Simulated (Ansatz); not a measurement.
# Resistivity from frozen vibrations: Re(0001) with 2 thermally displaced layers, 2x2

Wanted: the phonon-limited resistivity of Re at 800 K by the Landauer route.

Main program and level: Ansatz 0.2.0; Ansatz plane-wave DFT, PBE, PAW files; ballistic transport by layer matching (Landauer), zero bias; PAW set soft_1.

## 1. Set-up

The cell holds 48 atoms: 48 Re. Its edges and angles: a = 5.522 Å, b = 5.522 Å, c = 26.749 Å, α = 90.0°, β = 90.0°, γ = 120.0°. It derives from Re. Regions: lead, 40 atoms (40 Re); scattering region, 8 atoms (8 Re). The structure is stacked along c, and the current runs across the ab planes.

## 2. With 2 displaced layers

Each atom of 2 layers is moved at random, by amounts drawn from a normal law 0.0584 Å wide in each direction from the Debye model (430 K) at 800 K. The layers about the cell's end stay perfect and serve as the lead. Disorder leaves little or no symmetry, which makes such runs dear. Energies from -0.05 to 0.05 eV in steps of 0.05 eV are too few for the program's thermal sum, so it prints no conductance; for a metal the transmission near the Fermi level serves, at a fraction of the cost.

input.yaml reads:

```yaml
crystal:
  lattice:
    - [5.5216, 0.0, 0.0]
    - [-2.7608, 4.7818458695, 0.0]
    - [0.0, 0.0, 26.7492]
  atoms:
    - { symbol: Re, position: [0.1666666667, 0.3333333333, 0.0416666667] }
    - { symbol: Re, position: [0.1666666667, 0.8333333333, 0.0416666667] }
    - { symbol: Re, position: [0.6666666667, 0.3333333333, 0.0416666667] }
    - { symbol: Re, position: [0.6666666667, 0.8333333333, 0.0416666667] }
    - { symbol: Re, position: [0.3333333333, 0.1666666667, 0.125] }
    - { symbol: Re, position: [0.3333333333, 0.6666666667, 0.125] }
    - { symbol: Re, position: [0.8333333333, 0.1666666667, 0.125] }
    - { symbol: Re, position: [0.8333333333, 0.6666666667, 0.125] }
    - { symbol: Re, position: [0.1666666667, 0.3333333333, 0.2083333333] }
    - { symbol: Re, position: [0.1666666667, 0.8333333333, 0.2083333333] }
    - { symbol: Re, position: [0.6666666667, 0.3333333333, 0.2083333333] }
    - { symbol: Re, position: [0.6666666667, 0.8333333333, 0.2083333333] }
    - { symbol: Re, position: [0.3333333333, 0.1666666667, 0.2916666667] }
    - { symbol: Re, position: [0.3333333333, 0.6666666667, 0.2916666667] }
    - { symbol: Re, position: [0.8333333333, 0.1666666667, 0.2916666667] }
    - { symbol: Re, position: [0.8333333333, 0.6666666667, 0.2916666667] }
    - { symbol: Re, position: [0.1666666667, 0.3333333333, 0.375] }
    - { symbol: Re, position: [0.1666666667, 0.8333333333, 0.375] }
    - { symbol: Re, position: [0.6666666667, 0.3333333333, 0.375] }
    - { symbol: Re, position: [0.6666666667, 0.8333333333, 0.375] }
    - { symbol: Re, position: [0.3338562874, 0.1650537849, 0.4597311016] }
    - { symbol: Re, position: [0.3311724624, 0.6601266245, 0.4591225404] }
    - { symbol: Re, position: [0.8529025421, 0.178229675, 0.4567973808] }
    - { symbol: Re, position: [0.8161487243, 0.659057045, 0.4584235302] }
    - { symbol: Re, position: [0.1407475783, 0.3306620835, 0.5389473768] }
    - { symbol: Re, position: [0.1556016596, 0.8266884198, 0.5409763189] }
    - { symbol: Re, position: [0.6773830742, 0.3460614857, 0.5413861306] }
    - { symbol: Re, position: [0.6770541067, 0.8252119035, 0.5424338626] }
    - { symbol: Re, position: [0.3333333333, 0.1666666667, 0.625] }
    - { symbol: Re, position: [0.3333333333, 0.6666666667, 0.625] }
    - { symbol: Re, position: [0.8333333333, 0.1666666667, 0.625] }
    - { symbol: Re, position: [0.8333333333, 0.6666666667, 0.625] }
    - { symbol: Re, position: [0.1666666667, 0.3333333333, 0.7083333333] }
    - { symbol: Re, position: [0.1666666667, 0.8333333333, 0.7083333333] }
    - { symbol: Re, position: [0.6666666667, 0.3333333333, 0.7083333333] }
    - { symbol: Re, position: [0.6666666667, 0.8333333333, 0.7083333333] }
    - { symbol: Re, position: [0.3333333333, 0.1666666667, 0.7916666667] }
    - { symbol: Re, position: [0.3333333333, 0.6666666667, 0.7916666667] }
    - { symbol: Re, position: [0.8333333333, 0.1666666667, 0.7916666667] }
    - { symbol: Re, position: [0.8333333333, 0.6666666667, 0.7916666667] }
    - { symbol: Re, position: [0.1666666667, 0.3333333333, 0.875] }
    - { symbol: Re, position: [0.1666666667, 0.8333333333, 0.875] }
    - { symbol: Re, position: [0.6666666667, 0.3333333333, 0.875] }
    - { symbol: Re, position: [0.6666666667, 0.8333333333, 0.875] }
    - { symbol: Re, position: [0.3333333333, 0.1666666667, 0.9583333333] }
    - { symbol: Re, position: [0.3333333333, 0.6666666667, 0.9583333333] }
    - { symbol: Re, position: [0.8333333333, 0.1666666667, 0.9583333333] }
    - { symbol: Re, position: [0.8333333333, 0.6666666667, 0.9583333333] }
kpoints:
  mp_grid: { grid: [5, 5, 1] }
hamiltonian:
  xc: pbe
  pseudopotentials: { kind: paw, azcp: { folder: soft_1 } }
scf:
  occupations: { method: fermi_dirac, width: 0.1 }
output:
  transmission:
    leads: [[0, 8]]
    kmesh: [10, 10]
    e_range: [-0.05, 0.05]
    de: 0.05
  write_potential: true
  write_density: true
  volumetric_format: npy
  elf: true
```

The run is started by

```
> ansatz run input.yaml --threads 4 --pin off --max-ram 15360MiB --backend cpu --events-out ev --progress --plain --runs-dir out
```

Numbers of over 12 decimals in the logs are rounded to 6 here.

Output:

```text
Engine: ansatz 0.2.0, x86_64-unknown-linux-gnu
Pseudopotentials: kind: paw
Pseudopotential: Re, paw, valence charge 15, recommended cutoff 420 eV (normal), soft_1/Re.paw.azcp
Functional definition: PBE
  parameter kappa = 0.804
  parameter beta = 0.066725
  exchange = pbe_x(kappa = kappa, mu = beta*pi^2/3)
  correlation = pbe_c(beta = beta)
Crystal: 48 atoms, lattice volume = 706.271 Å³
Basis set: ecut = 420 eV, 13787 PW (Γ)
Bands: 432, of which v1, the nominal top of the filled ones, is band 360 counted from 1 (359 counted from 0)
Symmetry: 1 space group operations
Space group: P1 (ITA 1), of the structure as read, at distance tolerance 8.9e-5 Å
k-points: 13 of 25 (time reversal used)
Non-local potential: Re, projectors of the file, l = 0: 3, l = 1: 2, l = 2: 2, l = 3: 1
PAW form: soft (Blöchl's): semilocal exchange-correlation on the pseudo side does not see the compensation charge
PAW one-centre angular grid: Re, 590 points (default); XC on 64 Gauss nodes
Initial density: superposition of atomic densities (chi_scale 0.1, normalization cell)
Initial wavefunctions: pseudopotential atomic-orbital guess
Functional: x = pbe(κ = 0.804, μ = 0.219515), c = pbe(β = 0.066725)
SCF iter   1: F=—  HF=-521735.030458 eV  |F-HF|=—  |Δ(HF+E_count)|=         —  Δρ=6.04e-2  dr2=2.43e1  ethr=3.10e-3  ⟨swp⟩=5.0  Hψ=16856  notcnv=0
preconditioner: auto → Kerker (q_TF=auto, 2.737 Å⁻¹)  [metal: Δε(μ)=0.030 eV  Ē_g=5.683 eV  σ=0.100 eV  W_gap=0.07  n_scr=268 (ndim 8)  ℏωp=25.6 eV  f_vac=0.000  D(μ)=41.51/eV (n_scr^D=392)]
SCF iter   2: F=—  HF=-521728.809488 eV  |F-HF|=—  |Δ(HF+E_count)|=    6.22e0  Δρ=3.48e-2  dr2=7.76e0  ethr=3.10e-3  ⟨swp⟩=2.0  Hψ=6925  notcnv=0  defer=277
SCF iter   3: F=—  HF=-521726.184246 eV  |F-HF|=—  |Δ(HF+E_count)|=    2.63e0  Δρ=3.46e-3  dr2=3.43e-2  ethr=1.08e-3  ⟨swp⟩=3.0  Hψ=10538  notcnv=0  defer=277
SCF iter   4: F=—  HF=-521726.195194 eV  |F-HF|=—  |Δ(HF+E_count)|=   1.09e-2  Δρ=5.36e-4  dr2=1.85e-3  ethr=4.76e-6  ⟨swp⟩=2.5  Hψ=10128  notcnv=0  defer=243
SCF iter   5: F=—  HF=-521726.194925 eV  |F-HF|=—  |Δ(HF+E_count)|=   2.69e-4  Δρ=8.74e-5  dr2=3.63e-5  ethr=2.58e-7  ⟨swp⟩=2.5  Hψ=9748  notcnv=0  defer=243
SCF iter   6: F=—  HF=-521726.196473 eV  |F-HF|=—  |Δ(HF+E_count)|=   1.55e-3  Δρ=1.32e-5  dr2=1.43e-6  ethr=5.04e-9  ⟨swp⟩=2.5  Hψ=9735  notcnv=0  defer=243
SCF iter   7: F=-521726.196473 eV  HF=-521726.196473 eV  |F-HF|=3.10e-8  |Δ(HF+E_count)|=   3.76e-8  Δρ=2.32e-6  dr2=5.16e-8  ethr=1.39e-11  ⟨swp⟩=8.6  Hψ=15526  notcnv=0
SCF 1 converged in 7 iterations: F = -521726.196473 eV  dr2 = 5.16e-8
  greatest PAW one-centre occupation: 1.000 electrons in one spin orbital (limit 2), on the Re atom at site 24 (counted from 0), in its partial waves of l = 0
transmission: 261 of 2600 steps passed
transmission: 520 of 2600 steps passed
[...]
transmission: 2600 of 2600 steps passed
SCF converged after 7 iterations
Free energy (F): -521726.196473 eV
Harris-Foulkes:  -521726.196473 eV  (|F-HF|=3.10e-8)
Internal energy: -521724.867775 eV  (E = F + TS)
E sigma→0 (E₀):  -521725.532124 eV
Entropy (-TS):   -1.328698 eV (-27.681 meV/atom)
Fermi energy:    24.057303 eV
--- Per-component energies (eV) ---
  E_band       = -3396.889946
  E_kinetic    = 25124.001648
  E_local      = -37121.965967  (includes V_loc(G=0)·N_el)
  E_nonlocal   = 3848.182532
  E_hartree    = 12983.865293
  E_xc         = -17124.467602
  E_vxc        = -13937.331959  (∫ρ·V_xc dr)
  E_paw        = -417822.548870  (= ΣΔE_a)
  E_vpaw       = -7277.489463  (= ΣTr[D̂ρ^β])
  E_aug_tail   = 0.002482  (compensation charges beyond the density's cutoff)
  E_ewald      = -91611.937291
  E_smearing   = -1.328698  (= −TS)
  E_closure    = -0.000000  (closes the sum)
  Σ components = -521726.196473   (vs F -521726.196473, Δ=0.00e0)
--- Band table (eV; the first three rows and the last of 13) ---
  k-point 0: bands = [... 356 lower, 24.4595, 24.4700, 24.6528, 24.6679, 24.6767, 24.6856, 24.7171, 24.9369, ... 68 higher]
  k-point 1: bands = [... 356 lower, 24.1287, 24.1730, 24.1964, 24.2954, 24.3248, 24.3375, 24.3521, 24.4212, ... 68 higher]
  k-point 2: bands = [... 356 lower, 23.6381, 23.6764, 23.8587, 23.8661, 23.9092, 23.9467, 23.9918, 23.9987, ... 68 higher]
  k-point 12: bands = [... 356 lower, 23.7203, 23.8159, 23.8243, 23.8543, 23.8797, 24.0975, 24.1499, 24.1671, ... 68 higher]
--- Transmission ---
  basis      : 235 plane waves across, 50 finite elements along
  points     : 52, standing for a mesh of 10 x 10
  energies   : 3 from -0.050000 to 0.050000 eV about the Fermi level, 0.050000 eV apart; the leads are filled to 0.000000 eV, and channels, transmission and decay are at 0.000000 eV
  crystal 0  : Re8, at the sites [0, 8], period 4.4582 Å, over 22.29 Å; its Hamiltonian steps by up to 9.6 meV
    offset         : up to 0.0000 Å between an atom of the period and one for which it stands
    channels       : 5.380000e0 a spin
    conductance    : none, the energies end too early or step too widely for 300 K: set another output.transmission.e_range or a lower de, or, where they end at an eighth of basis.ecutwfc, a higher one
  junction   : crystal 0 to crystal 0, 0.70 to 22.99 Å
    transmission   : 4.788935e0 a spin
    conductance    : none, the energies end too early or step too widely for 300 K: set another output.transmission.e_range or a lower de, or, where they end at an eighth of basis.ecutwfc, a higher one
```

The job ended after 7.4 min (4 threads of Intel Xeon Platinum 8559C (Emerald Rapids), shared host; peak memory 6.5 GiB).

The column dr2 measures how far the density is from self-consistency, as an energy; F and HF (Harris–Foulkes) agree once it is small.

This step gave:

```
free energy                                    : -521726.1965 eV
energy at zero smearing                        : -521725.5321 eV
Fermi energy                                   : 24.06 eV
cell area                                      : 26.40 Å²
transmission per spin nearest the Fermi level  : 4.789
open channels per spin nearest the Fermi level : 5.38
step of the lead's potential                   : 9.6 meV
```

Per spin. Transmission, zone mean against energy, zero at the Fermi level:

| energy (eV) | transmission, zone mean |
| --- | --- |
| -0.0500 | 4.57 |
| 0.0000 | 4.79 |
| 0.0500 | 4.58 |

Per spin. The open channels, zone mean, lead by energy, zero at the Fermi level:

| energy (eV) | open channels, zone mean, lead |
| --- | --- |
| -0.0500 | 5.2 |
| 0.0000 | 5.38 |
| 0.0500 | 5.14 |

Transmission over k1 and k2. At 0.0000 eV from the Fermi level.

Values, 10 rows by 10 columns:
```
 3.6  5.2  3.6  2.8  3.7  5.3  3.6  3.6  3.5  3.6
 4.1  3.6  3.7  3.5  3.5  3.8  3.7  4.2  3.4  3.4
 4.0  2.7  3.4  8.9  9.5  8.8  3.5  2.7  4.1  3.5
 3.4  3.5  3.3  9.6 10.1 10.3  9.6  3.4  3.5  3.4
 3.4  5.0  3.3  9.0 10.0  9.8 10.0  9.0  3.3  5.0
 3.4  3.4  3.5  3.4  9.6 10.3 10.1  9.6  3.3  3.5
 4.0  3.5  4.1  2.7  3.5  8.8  9.5  8.9  3.4  2.7
 4.1  3.4  3.4  4.2  3.7  3.8  3.5  3.5  3.7  3.6
 3.6  3.6  3.5  3.6  3.6  5.3  3.7  2.8  3.6  5.2
 3.7  3.6  4.0  4.0  3.6  3.7  3.6  4.0  4.0  3.6
```
Columns: k1 (b1) from -0.5 to 0.4; rows upwards: k2 (b2) from -0.5 to 0.4.

Open channels over k1 and k2. At 0.0000 eV from the Fermi level.

Ten even steps from '0' (3.0) to '9' (11.0):
```
1310131111
2111111211
2018881021
1118998111
1318989813
1111899811
2120188810
2112111111
1111131013
1122111221
```
Columns: k1 (b1) from -0.5 to 0.4; rows upwards: k2 (b2) from -0.5 to 0.4.

ELF in the ca plane at fractional y = 0.165, with atoms of Re within 0.2 Å of it. It is the smooth field of the valence electrons, not physical close to the nuclei.

Ten even steps from '0' (0.22) to '9' (0.70), each cell a mean:
```
00131278512210132289722211122158721310022158
22331698941432341697951421241498961332242398
32431796951432331697951432341596971342342496
11231499832321231389721311131289941321132279
11122134212112112123112101012124312211112124
34102211221024201211221013101221122014301221
34102222221024201211122013102222222014301221
01022034212101012024302200012024312201012124
11231499832321231299941421232289941321132289
32431796951432341595971332341595971342341496
22331698941432341498951432341498961332242398
11122268512211122157622310132158621311122158
23112112112023102212122112102112112113202211
34202322231035202333332035201322232015301322
22102111112012112112112024202111112113202211
```
Columns run along c (16.0 Å, from fractional 0.20 to 0.80 of the cell), rows up along a (5.5 Å). Atoms in or near the plane, at fractional coordinates: Re at (0.29, 0.33), Re at (0.29, 0.83), Re at (0.46, 0.33), Re at (0.46, 0.85), Re at (0.62, 0.33), Re at (0.62, 0.83), Re at (0.79, 0.33), Re at (0.79, 0.83).

Valence density in the ca plane at fractional y = 0.165, with atoms of Re within 0.2 Å of it. It is the smooth field of the valence electrons, not physical close to the nuclei.

Values in e/Å³, 8 rows by 16 columns, each cell a mean:
```
0.5 0.6 4.0 1.5 0.4 0.4 2.9 3.4 0.5 0.5 0.9 4.2 0.9 0.4 0.4 3.2
0.4 0.7 5.6 2.1 0.4 0.4 3.4 4.0 0.4 0.4 1.2 5.9 1.2 0.4 0.4 4.4
0.9 0.4 1.2 0.6 0.8 0.6 0.7 0.7 0.4 0.7 0.4 1.3 0.5 0.9 0.5 1.0
1.2 0.4 0.5 0.4 1.0 0.7 0.4 0.5 0.5 0.8 0.4 0.6 0.4 1.1 0.6 0.5
0.5 0.6 4.0 1.5 0.4 0.4 2.2 3.4 0.4 0.4 0.9 4.2 0.9 0.4 0.4 3.2
0.4 0.7 5.6 2.1 0.4 0.4 3.1 4.7 0.5 0.3 1.2 5.9 1.2 0.4 0.4 4.4
0.9 0.4 1.2 0.6 0.8 0.6 0.8 1.1 0.5 0.7 0.4 1.3 0.5 0.9 0.5 1.0
1.2 0.4 0.5 0.4 1.0 0.7 0.5 0.6 0.7 1.2 0.4 0.6 0.4 1.1 0.6 0.5
```
Columns run along c (16.0 Å, from fractional 0.20 to 0.80 of the cell), rows up along a (5.5 Å). Atoms in or near the plane, at fractional coordinates: Re at (0.29, 0.33), Re at (0.29, 0.83), Re at (0.46, 0.33), Re at (0.46, 0.85), Re at (0.62, 0.33), Re at (0.62, 0.83), Re at (0.79, 0.33), Re at (0.79, 0.83).

Electrostatic potential energy in the ca plane at fractional y = 0.165, with atoms of Re within 0.2 Å of it. With pseudopotentials it is smooth inside the atoms' cores, unlike the true potential.

Ten even steps from '0' (-52 eV) to '9' (24 eV), each cell a mean:
```
98999743479998999632379988899843479998999853
99998400159999998400158999999510048999999620
99998400159999998400159999999510038999999610
99999521369999999632379999999631258999999731
87899865789987899876799988899875689987899975
65799999999865789999999976799999999975689999
65799999999865789999999976799999999975689999
87899865789987899865689988899975689987899975
99999521269999999621258999999621258999999731
99998400159999999500048999999510038999999510
99998400159999999510148999999510148999999620
88999743479988999843479999999853479998899853
76799987899976799987899977899987899976789987
65799999999865689999999865689999999975689999
76799988899976799977899865799988899976789988
```
Columns run along c (16.0 Å, from fractional 0.20 to 0.80 of the cell; values clipped at the 3rd and 97th percentile), rows up along a (5.5 Å). Atoms in or near the plane, at fractional coordinates: Re at (0.29, 0.33), Re at (0.29, 0.83), Re at (0.46, 0.33), Re at (0.46, 0.85), Re at (0.62, 0.33), Re at (0.62, 0.83), Re at (0.79, 0.33), Re at (0.79, 0.83).

Over the solved energies the transmission per spin lies between 4.57 and 4.79, out of 5.24 channels of the lead on average (up to 5.38).

(Part 1 of 2 ends here.)

[Logs are printed without paths, hosts, clocks, repeated set-up lines and the standing remarks that a program may print on its own settings, such as how far it seeks lower states.]

[Hosts, paths, dates, database ids (printed as entryN), source tags and the programs' standing remarks are cut or masked in the printed files.]
